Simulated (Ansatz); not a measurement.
# Stack of 1T-ZrSe2 under TaGe2As4, shifted by a third of the diagonal in a perpendicular field, part 2 of 3

Aim: how the stack of 1T-ZrSe2 under TaGe2As4, shifted by a third of the diagonal screens a field along its normal, and what the field does to its bands. A positive field points along +c.

Ansatz 0.2.0; plane-wave DFT, PBE-D4, Ansatz PAW.

So far. Step 2 (Relaxation): The lattice constant a goes from 3.765 to 3.725 Å.

### 3. Single point, field 0, start network

A sawtooth potential applies the field, turning back in the middle of the vacuum. With the dipole correction the typed value is the field outside the slab. The induced dipole is small, so the SCF threshold is tight.

The cell differs from the one that the last finished run ended in (c 63.237 → 34.884 Å).

Contents of input.yaml:

```yaml
crystal:
  lattice:
    - [3.7251473141, 0.0, 0.0]
    - [-1.862573657, 3.2260722068, 0.0]
    - [0.0, 0.0, 34.8842351983]
  atoms:
    - { symbol: Se, position: [0.6666666667, 0.3333333333, 0.2579961965] }
    - { symbol: Zr, position: [0.0, 0.0, 0.3039841296] }
    - { symbol: Se, position: [0.3333333333, 0.6666666667, 0.3500886155] }
    - { symbol: As, position: [0.3333333333, 0.6666666667, 0.4502907489] }
    - { symbol: Ge, position: [0.6666666667, 0.3333333333, 0.4833210671] }
    - { symbol: As, position: [0.6666666667, 0.3333333333, 0.5534365217] }
    - { symbol: Ta, position: [0.3333333333, 0.6666666667, 0.596130771] }
    - { symbol: As, position: [0.6666666667, 0.3333333333, 0.6390209254] }
    - { symbol: Ge, position: [0.6666666667, 0.3333333333, 0.7089609597] }
    - { symbol: As, position: [0.3333333333, 0.6666666667, 0.7420038035] }
kpoints:
  mp_grid: { grid: [12, 12, 1] }
  band_path:
    path: [[0, 0, 0], [0.5, 0, 0], [0.33333333, 0.33333333, 0], [0, 0, 0]]
    npoints: 16
hamiltonian:
  xc: pbe
  dispersion: d4
scf:
  occupations: { method: fermi_dirac, width: 0.02585 }
  convergence: { dr2_threshold: 1.0e-10 }
efield:
  axis: 3
  dipole_correction: true
  ramp_position: 0.97
  ramp_width: 0.06
  amplitude: 0
output:
  dos: { projected: true, e_range: [-6, 5] }
  bader: true
  write_potential: true
  write_density: true
  volumetric_format: npy
  elf: true
```

Started as:

```
ansatz run input.yaml --threads 4 --pin off --max-ram 12288MiB --backend cpu --events-out ev --progress --plain --runs-dir out
```

Numbers of over 12 decimals in the logs are rounded to 6 here.

The log of the run:

```text
[...]
Crystal: 10 atoms, lattice volume = 419.225 Å³
Basis set: ecut = 420 eV, 8253 PW (Γ)
Bands: 87, of which v1, the nominal top of the filled ones, is band 73 counted from 1 (72 counted from 0)
Symmetry: 6 space group operations
[...]
k-points: 19 of 144 (time reversal used)
[...]
SCF iter   1: F=—  HF=-53076.548413 eV  |F-HF|=—  |Δ(HF+E_count)|=         —  Δρ=2.77e-3  dr2=5.10e-1  ethr=1.77e-3  p=0.044 e·Å  D=1.92e-2 V/Å  ΔV_dip=-0.67 eV  dr2_dipole=2.42e-1  V_vac-E_F(+/−)=5.02/5.69 eV  ⟨swp⟩=6.9  Hψ=6243  notcnv=0  defer=11
efield: sawtooth ramp at fractional position 0.9700 (set: `efield.ramp_position`, or a place that a band, a saddle search or an elastic batch's reference lends), width 0.0600; the density the first Hamiltonian is built on has a dipole p = 0.044 e·Å; the dipole correction subtracts the counter field D = 1.92e-2 V/Å, which shifts the + side's vacuum level by -0.67 eV against the − side's; the planar-averaged density in the ramp window peaks in size at 2.3e-5 e/Å³
[...]
SCF iter   2: F=—  HF=-53076.538142 eV  |F-HF|=—  |Δ(HF+E_count)|=   1.03e-2  Δρ=1.83e-3  dr2=1.63e-1  ethr=3.52e-4  p=0.041 e·Å  D=1.77e-2 V/Å  ΔV_dip=-0.62 eV  dr2_dipole=8.01e-2  V_vac-E_F(+/−)=4.98/5.60 eV  ⟨swp⟩=2.0  Hψ=2299  notcnv=0  defer=118
[...]
SCF iter  15: F=-53076.523087 eV  HF=-53076.523087 eV  |F-HF|=7.28e-12  |Δ(HF+E_count)|=  5.09e-11  Δρ=5.83e-8  dr2=3.64e-11  ethr=1.00e-12  p=0.018 e·Å  D=7.58e-3 V/Å  ΔV_dip=-0.26 eV  dr2_dipole=2.26e-12  V_vac-E_F(+/−)=4.94/5.20 eV  ⟨swp⟩=10.2  Hψ=5215  notcnv=0
SCF 1 converged in 15 iterations: F = -53076.523087 eV  dr2 = 3.64e-11
[...]
NSCF: frozen V_eff on 49 k-points
efield: sawtooth ramp at fractional position 0.9700 (kept from the solve that this one continues, or follows in the run), width 0.0600; the density the first Hamiltonian is built on has a dipole p = 0.018 e·Å; the dipole correction subtracts the counter field D = 7.58e-3 V/Å, which shifts the + side's vacuum level by -0.26 eV against the − side's; the planar-averaged density in the ramp window peaks in size at 1.8e-6 e/Å³
[...]
SCF converged after 15 iterations
Free energy (F): -53076.523087 eV
[...]
Internal energy: -53076.514983 eV  (E = F + TS)
E sigma→0 (E₀):  -53076.519035 eV
Entropy (-TS):   -0.008104 eV (-0.810 meV/atom)
Fermi energy:    3.071839 eV
Dipole field:    D = 0.007579 V/Å  (p = 0.017560 e·Å, saw-weighted, corrected)
Work function:   Φ+ = 4.9406 eV   Φ− = 5.2050 eV
Levels:          The Fermi level and band energies are counted from a zero that moves with the ramp; work functions are not
[...]
--- Band table (eV; the first three rows and the last of 19) ---
  k-point 0: bands = [... 69 lower, 2.7930, 2.8435, 2.8435, 3.5185, 3.9119, 3.9119, 4.4035, 4.7918, ... 10 higher]
  k-point 1: bands = [... 69 lower, 2.5409, 2.6045, 2.6780, 3.5632, 3.9764, 4.2031, 4.5797, 5.3501, ... 10 higher]
  k-point 2: bands = [... 69 lower, 2.1288, 2.3258, 2.4587, 3.4085, 3.8206, 4.6762, 4.8408, 5.2322, ... 10 higher]
  k-point 18: bands = [... 69 lower, 0.8090, 1.5786, 2.2690, 3.7819, 4.1507, 4.4603, 4.7673, 5.1468, ... 10 higher]
--- Bader charges: 10 sites ---
  site symbol  charge [e]  shift [e]
     0     Se     -0.9474     0.0004
     1     Zr      1.8865     0.0009
     2     Se     -0.9599     0.0004
     3     As     -0.2694     0.0001
     4     Ge      0.4090     0.0001
     5     As     -0.7977     0.0019
     6     Ta      1.3540     0.0037
     7     As     -0.7955     0.0018
     8     Ge      0.4125     0.0001
     9     As     -0.2921     0.0001
  estimated error of the sums over rays = 9.3e-4 e
```

Elapsed: 52 s, on 4 threads of AMD EPYC 9R14 (Zen 4), shared host; peak memory 2 GiB.

Reading the cycles: dr2 is the Hartree energy of the density residual (eV), the measure of convergence; HF is the Harris–Foulkes estimate of the energy, which meets the free energy F at convergence.

Numbers from this step:

```
energy at zero smearing        : -53076.5190 eV
work function, upper face      : 4.941 eV
work function, lower face      : 5.205 eV
dipole along the normal        : 0.01756 e·Å
step between the vacuum levels : -0.2644 eV
```

Running mean over a fixed 2.8 Å (it still follows the layers) of the planar mean; the ramp of the sawtooth is left out. Table of electron's electrostatic potential energy less the Fermi level by z:

```tsv
z (Å)	electron's electrostatic potential energy less the Fermi level (eV)
4	5.20
5	5.20
6	5.17
7	4.40
8	1.57
9	-2.81
10	-7.32
11	-7.57
12	-4.20
13	0.565
14	2.06
15	0.0111
16	-3.90
17	-3.45
18	-1.70
19	-1.58
20	-5.98
21	-6.85
22	-4.38
23	-0.915
24	-2.70
25	-3.99
26	-2.51
27	1.77
28	4.26
29	4.90
30	4.94
31	4.94
```

The density of states has structure finer than the step of the table below, so its rows give means over 0.2 eV, whole bins alone (the curve runs from -6 to 1.99 eV). Peaks (eV: height): -4.43: 13.7, -3.88: 19.4, -3.71: 14.2, -2.80: 16.1, -2.53: 16.1, -1.51: 16.0, -1.07: 13.9.

Table of density of states by energy, zero at the Fermi level; means over each step:

```tsv
energy (eV)	density of states (states/eV a cell)
-5.8	1.25
-5.6	0.185
-5.4	0
-5.2	0
-5.0	0.101
-4.8	2.14
-4.6	4.56
-4.4	8.71
-4.2	6.59
-4.0	5.82
-3.8	10.8
-3.6	6.17
-3.4	4.04
-3.2	7.28
-3.0	7.86
-2.8	10.1
-2.6	9.47
-2.4	8.72
-2.2	8.97
-2.0	7.42
-1.8	9.73
-1.6	8.30
-1.4	9.89
-1.2	7.98
-1.0	8.33
-0.8	4.22
-0.6	2.47
-0.4	2.19
-0.2	2.16
0.0	3.03
0.2	2.61
0.4	3.02
0.6	1.77
0.8	2.25
1.0	3.32
1.2	2.98
1.4	4.04
1.6	3.94
1.8	5.35
```

Projected DOS per atom over height of the atomic layer and energy from the Fermi level. Layers: Se Zr Se As Ge As Ta As Ge As from below.

Ten even steps from '_' (0.00 states/eV) to '@' (1.86 states/eV), each cell a mean:
```
..%%..::..__==__..::
..##..::..__--__....
__**__....__::__..__
..%%..______________
__==________++______
____________@@______
__________..==..__..
..__..::__::::::__::
--..--++..******..==
**..**++::++****..**
**::**--::++++++--**
##::++**--==--==--**
%%****==--==--==--==
%%%%@@--::----::::::
++==++--::::--::::::
%%==##::::::::::::::
====**--::==--==::::
--====----++--++--::
..::::____::..::____
____________________
____________________
______..________....
```
Columns: height of the atomic layer (Å) from 9 to 25.9 (not evenly spaced); rows upwards: energy from the Fermi level (eV) from -5.96 to 1.96.

Electronic bands along the path, in eV, zero at the Fermi level:

```tsv
point	band 69	band 70	band 71	band 72	band 73	band 74	band 75	band 76
Γ	-0.28	-0.28	-0.23	-0.23	0.45	0.84	0.84	1.33
halfway	-1.26	-1.19	-1.12	-0.86	0.00	0.47	1.69	1.87
M	-1.72	-1.46	-1.34	-0.64	-0.55	0.04	1.26	1.48
halfway	-1.99	-1.86	-1.53	-1.06	0.06	0.89	1.27	2.01
K	-2.42	-2.26	-1.49	-0.80	0.71	1.08	1.39	1.70
halfway	-1.44	-1.38	-1.16	-0.88	-0.02	1.08	1.44	1.98
Γ	-0.28	-0.28	-0.23	-0.23	0.45	0.84	0.84	1.33
```

ELF in the ca plane at fractional y = 0.333, with atoms of Se and Ge and As within 0.2 Å of it. It is the smooth field of the valence electrons, not physical close to the nuclei.

Ten even steps from '0' (0.00) to '9' (0.85), each cell a mean:
```
00000000000000146899987311256543100134566544
00000000000001368998788631122110000012443224
00000000000002479984368752100000000001331003
00000000000002479984268752100000000001331003
00000000000001369998788731122110000012443224
00000000000000247899987411245542100134565544
00000000000000013567763111368875201356666653
00000000000000000112321112478987301577665431
00000000000000000012211122479987301577665431
00000000000000012456753111368876201466666643
```
Columns run along c (16.0 Å, from fractional 0.05 to 0.51 of the cell), rows up along a (3.7 Å). Atoms in or near the plane, at fractional coordinates: Se at (0.26, 0.67), Ge at (0.48, 0.67).

Electrostatic potential energy in the ca plane at fractional y = 0.333, with atoms of Se and Ge and As within 0.2 Å of it. With pseudopotentials it is smooth inside the atoms' cores, unlike the true potential.

Ten even steps from '0' (-23 eV) to '9' (8 eV), each cell a mean:
```
99999987546777788899999999887545788754677777
99999972222688899999999999874000476345358873
99999843553388999999999999861000164499547853
99999843553389999999999999861000164499637853
99999962332588899999999999873000476356357863
99999986445777888899999999886434788644577776
99999999888766678788999998877778899888876677
99999999988755567678999998767889999999865567
99999999998654567678999998767889999999865567
99999999888766677788999998877888899988876678
```
Columns run along c (16.0 Å, from fractional 0.17 to 0.63 of the cell; values clipped at the 3rd and 97th percentile), rows up along a (3.7 Å). Atoms in or near the plane, at fractional coordinates: Se at (0.26, 0.67), Ge at (0.48, 0.67), As at (0.55, 0.67).

Valence density in the ca plane at fractional y = 0.333, with atoms of Se and Ge and As within 0.2 Å of it. It is the smooth field of the valence electrons, not physical close to the nuclei.

Values in e/Å³, 6 rows by 16 columns, each cell a mean:
```
 1  1  0  0  0  0  0  0  1  0  0  1  0  1  1  0
10  7  0  0  0  0  0  0 13  4  3 12  0  3 12  1
 6  4  0  0  0  0  0  0  7  2  2  7  0  2  7  0
 0  0  0  0  0  0  0  0  0  0  0  1  0  0  0  0
 0  0  0  0  0  0  0  0  0  0  0  0  0  0  0  0
 0  0  0  0  0  0  0  0  0  0  0  0  0  0  0  0
```
Columns run along c (16.0 Å, from fractional 0.24 to 0.70 of the cell), rows up along a (3.7 Å). Atoms in or near the plane, at fractional coordinates: Se at (0.26, 0.67), Ge at (0.48, 0.67), As at (0.55, 0.67), As at (0.64, 0.67).

The work function of the upper face is 4.94 eV.

### 4. Atoms held, field 0.1 V/Å

Changes to input.yaml since step 3:

```diff
@@ -30,8 +30,6 @@
   dipole_correction: true
-  ramp_position: 0.97
-  ramp_width: 0.06
-  amplitude: 0
+  ramp_position: 0.9682
+  ramp_width: 0.0634
+  amplitude: 0.1
 output:
-  dos: { projected: true, e_range: [-6, 5] }
-  bader: true
   write_potential: true
@@ -39,2 +37 @@
   volumetric_format: npy
-  elf: true
```

The log of the run:

```text
[...]
Crystal: 10 atoms, lattice volume = 419.225 Å³
Basis set: ecut = 420 eV, 8253 PW (Γ)
Bands: 87, of which v1, the nominal top of the filled ones, is band 73 counted from 1 (72 counted from 0)
Symmetry: 6 space group operations
[...]
k-points: 19 of 144 (time reversal used)
[...]
k-point 0: bands = [... 69 lower, 2.7887, 2.8504, 2.8504, 3.5275, 3.9039, 3.9039, 4.3944, 4.8070, ... 10 higher]
  k-point 1: bands = [... 69 lower, 2.5362, 2.6118, 2.6886, 3.5707, 3.9682, 4.1947, 4.5683, 5.3752, ... 10 higher]
  k-point 2: bands = [... 69 lower, 2.1284, 2.3352, 2.4652, 3.4147, 3.8118, 4.6675, 4.8310, 5.2554, ... 10 higher]
  k-point 18: bands = [... 69 lower, 0.8190, 1.5920, 2.2787, 3.7862, 4.1606, 4.4640, 4.7595, 5.1407, ... 10 higher]
[key lines of the parts left out:]
SCF converged after 15 iterations
Free energy (F): -53076.531116 eV
Fermi energy:    3.075488 eV
Dipole field:    D = 0.061750 V/Å  (p = 0.143061 e·Å, saw-weighted, corrected)
```

The job ended after 32 s (4 threads; peak memory 1.8 GiB).

The dipole is 0.143 e·Å, 0.126 e·Å from its value without field.

### 5. Single point, field -0.1 V/Å

Changes to input.yaml since step 4:

```diff
@@ -32,3 +32,3 @@
   ramp_width: 0.0634
-  amplitude: 0.1
+  amplitude: -0.1
 output:
```

The log of the run:

```text
[...]
Crystal: 10 atoms, lattice volume = 419.225 Å³
Basis set: ecut = 420 eV, 8253 PW (Γ)
Bands: 87, of which v1, the nominal top of the filled ones, is band 73 counted from 1 (72 counted from 0)
Symmetry: 6 space group operations
[...]
k-points: 19 of 144 (time reversal used)
[...]
k-point 0: bands = [... 69 lower, 2.7934, 2.8409, 2.8409, 3.5070, 3.9226, 3.9226, 4.4142, 4.7729, ... 10 higher]
  k-point 1: bands = [... 69 lower, 2.5491, 2.5943, 2.6655, 3.5530, 3.9874, 4.2143, 4.5933, 5.3209, ... 10 higher]
  k-point 2: bands = [... 69 lower, 2.1342, 2.3139, 2.4506, 3.3996, 3.8320, 4.6877, 4.8519, 5.2056, ... 10 higher]
  k-point 18: bands = [... 69 lower, 0.7965, 1.5632, 2.2571, 3.7743, 4.1380, 4.4535, 4.7779, 5.1537, ... 10 higher]
[key lines of the parts left out:]
SCF converged after 16 iterations
Free energy (F): -53076.527593 eV
Fermi energy:    3.064920 eV
Dipole field:    D = -0.046442 V/Å  (p = -0.107596 e·Å, saw-weighted, corrected)
```

Run time: 32 s. Hardware: 4 threads; peak memory 1.7 GiB.

The dipole is -0.108 e·Å, -0.125 e·Å from its value without field.

### 6. Single point, field 0.2 V/Å

Changes to input.yaml since step 5:

```diff
@@ -32,3 +32,3 @@
   ramp_width: 0.0634
-  amplitude: -0.1
+  amplitude: 0.2
 output:
```

The log of the run:

```text
[...]
Crystal: 10 atoms, lattice volume = 419.225 Å³
Basis set: ecut = 420 eV, 8253 PW (Γ)
Bands: 87, of which v1, the nominal top of the filled ones, is band 73 counted from 1 (72 counted from 0)
Symmetry: 6 space group operations
[...]
k-points: 19 of 144 (time reversal used)
[...]
k-point 0: bands = [... 69 lower, 2.7832, 2.8589, 2.8589, 3.5350, 3.8971, 3.8971, 4.3857, 4.8193, ... 10 higher]
  k-point 1: bands = [... 69 lower, 2.5337, 2.6175, 2.6982, 3.5767, 3.9610, 4.1874, 4.5574, 5.3967, ... 10 higher]
  k-point 2: bands = [... 69 lower, 2.1309, 2.3435, 2.4707, 3.4193, 3.8040, 4.6599, 4.8212, 5.2763, ... 10 higher]
  k-point 18: bands = [... 69 lower, 0.8276, 1.6041, 2.2871, 3.7887, 4.1688, 4.4657, 4.7528, 5.1347, ... 10 higher]
[key lines of the parts left out:]
SCF converged after 14 iterations
Free energy (F): -53076.551704 eV
Fermi energy:    3.077291 eV
Dipole field:    D = 0.115987 V/Å  (p = 0.268716 e·Å, saw-weighted, corrected)
```

Elapsed: 31 s, on 4 threads; peak memory 1.7 GiB.

The dipole is 0.269 e·Å, 0.251 e·Å from its value without field.

### 7. Atoms held, field -0.2 V/Å

Changes to input.yaml since step 6:

```diff
@@ -32,3 +32,3 @@
   ramp_width: 0.0634
-  amplitude: 0.2
+  amplitude: -0.2
 output:
```

The log of the run:

```text
[...]
Crystal: 10 atoms, lattice volume = 419.225 Å³
Basis set: ecut = 420 eV, 8253 PW (Γ)
Bands: 87, of which v1, the nominal top of the filled ones, is band 73 counted from 1 (72 counted from 0)
Symmetry: 6 space group operations
[...]
k-points: 19 of 144 (time reversal used)
[...]
k-point 0: bands = [... 69 lower, 2.7844, 2.8501, 2.8501, 3.4904, 3.9415, 3.9415, 4.4298, 4.7476, ... 10 higher]
  k-point 1: bands = [... 69 lower, 2.5643, 2.5782, 2.6489, 3.5373, 4.0063, 4.2336, 4.6133, 5.2841, ... 10 higher]
  k-point 2: bands = [... 69 lower, 2.1491, 2.2965, 2.4397, 3.3846, 3.8513, 4.7071, 4.8670, 5.1720, ... 10 higher]
  k-point 18: bands = [... 69 lower, 0.7795, 1.5438, 2.2402, 3.7598, 4.1193, 4.4396, 4.7967, 5.1631, ... 10 higher]
[key lines of the parts left out:]
SCF converged after 20 iterations
Free energy (F): -53076.544578 eV
Fermi energy:    3.050941 eV
Dipole field:    D = -0.100085 V/Å  (p = -0.231874 e·Å, saw-weighted, corrected)
```

The job ended after 36 s (4 threads; peak memory 1.7 GiB; 2.3 min of CPU time).

The dipole is -0.232 e·Å, -0.249 e·Å from its value without field.

### 8. Single point, field 0.35 V/Å

Changes to input.yaml since step 7:

```diff
@@ -30,6 +30,8 @@
   dipole_correction: true
-  ramp_position: 0.9682
-  ramp_width: 0.0634
-  amplitude: -0.2
+  ramp_position: 0.9514
+  ramp_width: 0.0969
+  amplitude: 0.35
 output:
+  dos: { projected: true, e_range: [-6, 5] }
+  bader: true
   write_potential: true
@@ -37 +39,2 @@
   volumetric_format: npy
+  elf: true
```

The log of the run:

```text
[...]
Crystal: 10 atoms, lattice volume = 419.225 Å³
Basis set: ecut = 420 eV, 8253 PW (Γ)
Bands: 87, of which v1, the nominal top of the filled ones, is band 73 counted from 1 (72 counted from 0)
Symmetry: 6 space group operations
[...]
k-points: 19 of 144 (time reversal used)
[...]
--- Bader charges: 10 sites ---
  site symbol  charge [e]  shift [e]
     0     Se     -0.9662     0.0004
     1     Zr      1.8829     0.0009
     2     Se     -0.9593     0.0004
     3     As     -0.2710     0.0001
     4     Ge      0.4090     0.0001
     5     As     -0.7971     0.0019
     6     Ta      1.3558     0.0037
     7     As     -0.7976     0.0018
     8     Ge      0.4096     0.0001
     9     As     -0.2660     0.0001
  estimated error of the sums over rays = 9.3e-4 e
[key lines of the parts left out:]
SCF converged after 20 iterations
Free energy (F): -53076.606157 eV
Fermi energy:    3.077888 eV
Dipole field:    D = 0.197410 V/Å  (p = 0.457356 e·Å, saw-weighted, corrected)
```

The job ended after 56 s (4 threads; peak memory 2 GiB).

The dipole is 0.457 e·Å, 0.440 e·Å from its value without field.

(Part 2 of 3 ends here.)

[Logs are printed without paths, hosts, clocks, repeated set-up lines and the standing remarks that a program may print on its own settings, such as how far it seeks lower states.]

[Hosts, paths, dates, database ids (printed as entryN), source tags and the programs' standing remarks are cut or masked in the printed files.]

[Maps of the electrostatic potential energy from Ansatz leave out the sawtooth potential of an applied field or a dipole correction, so their vacuum need not be flat; planar profiles and work functions include it.]

[The density of states shown here was stored with 400 of the rows of the run's finer table, so its peaks can read low, often by over a quarter, or be missed, and its means over a window can be off by a tenth or more.]
